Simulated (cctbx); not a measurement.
## Lattice, Laue class and space group of a new crystal

Cell: a = 5.8270 Å, b = 5.8270 Å, c = 14.2330 Å, α = 90.00°, β = 90.00°, γ = 120.00°. Expected content of the cell: Ir2 Ba6 In1 Mo1 Fe2 O18.

The data are simulated with cctbx, not measured: Cu Kα, λ = 1.54184 Å, to d = 0.83 Å, 80 % of the full sphere, strongest reflection 20000 counts, noise from counting, a 1.5 % proportional error and a noise floor of 8 counts (s.d.); no absorption, some extinction.

Tests on the unmerged data give:

```text
2391 reflections to d = 0.834 A
centring   violations  <I/sigma> of those
    A        879 of  1189     15.0
    B        873 of  1181     15.0
    C        892 of  1172     14.9
    I        891 of  1189     15.1
    R       1107 of  1608     14.0
    F       1322 of  1771     15.0
Laue class    unique    Rint  (classes that these axes allow; Friedel mates merged)
P -1             1431   0.021
P 1 1 2/m         781   0.273
P -3              507   0.026
P -3 1 m          304   0.277
P -3 m 1          335   0.027
P 6/m             272   0.277
P 6/m m m         202   0.278
space group    extra absences  I>4sigma  <I/sigma>
P 3 2 1                 0          0         -  acentric
P 3 m 1                 0          0         -  acentric
P -3 m 1                0          0         -  centric
Wilson B = 1.71 A^2   <|E^2-1|> = 0.923 (0.968 centric, 0.736 acentric)   E^2>4: 3.4 %
shell (A)         n   <I/sigma>
14.24 - 1.67     57     48.2
 1.67 - 1.32     42     42.3
 1.32 - 1.16     35     48.3
 1.16 - 1.05     49     41.9
 1.05 - 0.98     34     27.8
 0.98 - 0.92     47     36.3
 0.92 - 0.87     36     25.1
 0.87 - 0.83     35     28.4
```

Q: Read the symmetry from these tables.

Every centring test has many violations, so the lattice is primitive.

Rint stays low (0.021 to 0.027) up to P -3 m 1 and is 0.273 or more in the other classes.

3 settings pass the absence test. No glide or screw absences show, which leaves P 3 2 1, P 3 m 1 and P -3 m 1.

⟨|E²−1|⟩ = 0.923 leans to a centrosymmetric structure. The Wilson B of 1.71 Å² means U ≈ 0.0217 Å².

The true group is P-3m1 (no. 164), Laue class -3m, centrosymmetric. The tables only narrow the choice to the tied entries; cell content, site symmetry and trial solutions must settle it.

The model was made for the exercise: a known structure type with other elements put in, its volume estimated, not relaxed; displacement parameters are assumed.

[Logs are printed without paths, hosts, clocks, repeated set-up lines and the standing remarks that a program may print on its own settings, such as how far it seeks lower states.]
